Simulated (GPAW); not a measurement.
Consider MnCoO4 (P2/m).

```cif
data_structure
_symmetry_space_group_name_H-M 'P 1'
_symmetry_Int_Tables_number 1
_cell_length_a 4.9748
_cell_length_b 2.8945
_cell_length_c 5.0160
_cell_angle_alpha 90.000
_cell_angle_beta 109.670
_cell_angle_gamma 90.000
_cell_volume 68.01
loop_
_atom_site_label
_atom_site_type_symbol
_atom_site_fract_x
_atom_site_fract_y
_atom_site_fract_z
_atom_site_occupancy
Co1 Co 0.50000 0.00000 0.50000 1
Mn2 Mn 0.00000 0.50000 0.50000 1
O3 O 0.76095 0.00000 0.29839 1
O4 O 0.27245 0.50000 0.29954 1
O5 O 0.72755 0.50000 0.70046 1
O6 O 0.23905 0.00000 0.70161 1
```

Absorber: atom 3, with 1 Co at 1.90 Å and 2 Mn at 1.93 Å (distorted pyramidal, site symmetry m). Method: GPAW, LDA, excited-electron core hole (neutral cell), 12-atom cell with 5.8 Å between holes, 4×4×4 k points, dipole transitions, Gaussian full width 0.9 eV up to 4 eV, rising linearly to 3.5 eV at 25 eV.

**Question.** Predict the near-edge structure at the O K edge.

Main maxima up to 24 eV above the zero (height): 1.2 eV (3.02), 2.8 eV (1.55), 13.3 eV (2.37) and 20.5 eV (0.85). A K edge sees empty p states; the first features are O p mixed into the empty d states of the Co and Mn neighbours, and the broad ones above probably into the cations' higher empty bands. The total-energy difference is 523.87 eV. The functional leaves an error in such absolute values: in the free atom LDA prices this hole 4.1 eV below PBE (computed apart), and PBE is itself good to a few eV.

The O K spectrum (energy from the lowest empty level; intensity scaled to a mean of 1 over the first 20 eV; polarised curves are means over the symmetry-equivalent atoms):

```csv
E (eV),isotropic,ε ∥ x,ε ∥ y,ε ∥ z
-2.0,0.00,0.00,0.00,0.00
-1.4,0.00,0.00,0.00,0.00
-0.8,0.01,0.00,0.00,0.02
-0.2,0.10,0.07,0.02,0.22
0.4,0.78,0.87,0.41,1.07
1.0,2.75,3.36,2.11,2.78
1.6,2.23,3.23,1.92,1.53
2.2,0.89,1.05,1.04,0.57
2.8,1.55,1.17,2.60,0.88
3.4,0.59,0.35,1.20,0.23
4.0,0.04,0.02,0.08,0.01
4.6,0.00,0.00,0.00,0.00
5.2,0.00,0.00,0.00,0.00
5.8,0.00,0.00,0.00,0.00
6.4,0.03,0.03,0.03,0.03
7.0,0.09,0.09,0.08,0.08
7.6,0.20,0.22,0.18,0.20
8.2,0.38,0.41,0.34,0.40
8.8,0.60,0.62,0.56,0.62
9.4,0.87,0.89,0.88,0.85
10.0,1.16,1.22,1.23,1.03
10.6,1.44,1.59,1.56,1.17
11.2,1.66,1.88,1.82,1.28
11.8,1.83,2.10,2.01,1.39
12.4,2.09,2.39,2.23,1.64
13.0,2.33,2.64,2.41,1.95
13.6,2.31,2.53,2.34,2.04
14.2,1.97,2.07,2.02,1.82
14.8,1.55,1.56,1.63,1.47
15.4,1.20,1.18,1.28,1.14
16.0,0.92,0.91,0.98,0.86
16.6,0.68,0.69,0.72,0.64
17.2,0.52,0.54,0.52,0.50
17.8,0.47,0.51,0.45,0.46
18.4,0.53,0.57,0.49,0.53
19.0,0.65,0.68,0.60,0.68
19.6,0.77,0.75,0.70,0.87
20.2,0.84,0.75,0.73,1.03
20.8,0.84,0.68,0.71,1.13
21.4,0.80,0.61,0.65,1.13
22.0,0.74,0.56,0.59,1.06
22.6,0.67,0.51,0.53,0.95
23.2,0.59,0.46,0.47,0.83
23.8,0.51,0.40,0.42,0.71
24.4,0.45,0.35,0.37,0.61
25.0,0.40,0.33,0.35,0.54
25.6,0.39,0.33,0.35,0.50
26.2,0.41,0.36,0.37,0.49
26.8,0.43,0.39,0.39,0.51
27.4,0.46,0.43,0.42,0.55
28.0,0.49,0.45,0.44,0.59
28.6,0.52,0.47,0.46,0.63
29.2,0.56,0.50,0.49,0.68
29.8,0.62,0.55,0.56,0.75
30.4,0.71,0.63,0.68,0.83
31.0,0.83,0.75,0.83,0.92
31.6,0.96,0.89,1.00,0.98
```

The hole lies in one spin channel, while the script sums the empty states of both and takes the lower zero; where the two channels are split, this blurs and shifts the curve. The unit cell's mesh shows no gap over 0.35 eV. That is right for a metallic compound; for a small-gap or correlated insulator it would be the fault of the functional or of the assumed magnetic order, and the hole would be screened too well. The crystal has 2 inequivalent O sites and not all are shown here, while a measurement adds them all. The spins start antiferromagnetically in a simple order, which needn't be the measured one; gap and edge can depend on it. The holes are only 5.8 Å apart, so the shape is probably not converged with cell size; no larger cell was run here. The mesh is coarse (0.33 Å⁻¹ between points), so small maxima may be mesh ripples. Lifetime broadening is put in by hand, and intensities beyond about 20 eV depend on it and on the partial waves; weight that the partial waves miss at high energy is lost. The structure is a computed Materials Project entry and may be a hypothetical form.

[Banner, clock and machine lines of the logs are left out without a mark of their own.]

[Logs are printed without paths, hosts, clocks, repeated set-up lines and the standing remarks that a program may print on its own settings, such as how far it seeks lower states.]

[Hosts, paths, dates, database ids (printed as entryN), source tags and the programs' standing remarks are cut or masked in the printed files.]

[Lists of maxima count a maximum above −3 eV only where it reaches 4 % of the highest in the window and stands out from its surroundings by 2 % of it (1.5 % where it reaches 55 %); shoulders and weaker maxima are passed over, and of the rest the first, up to two pre-edge ones and the few strongest are named.]
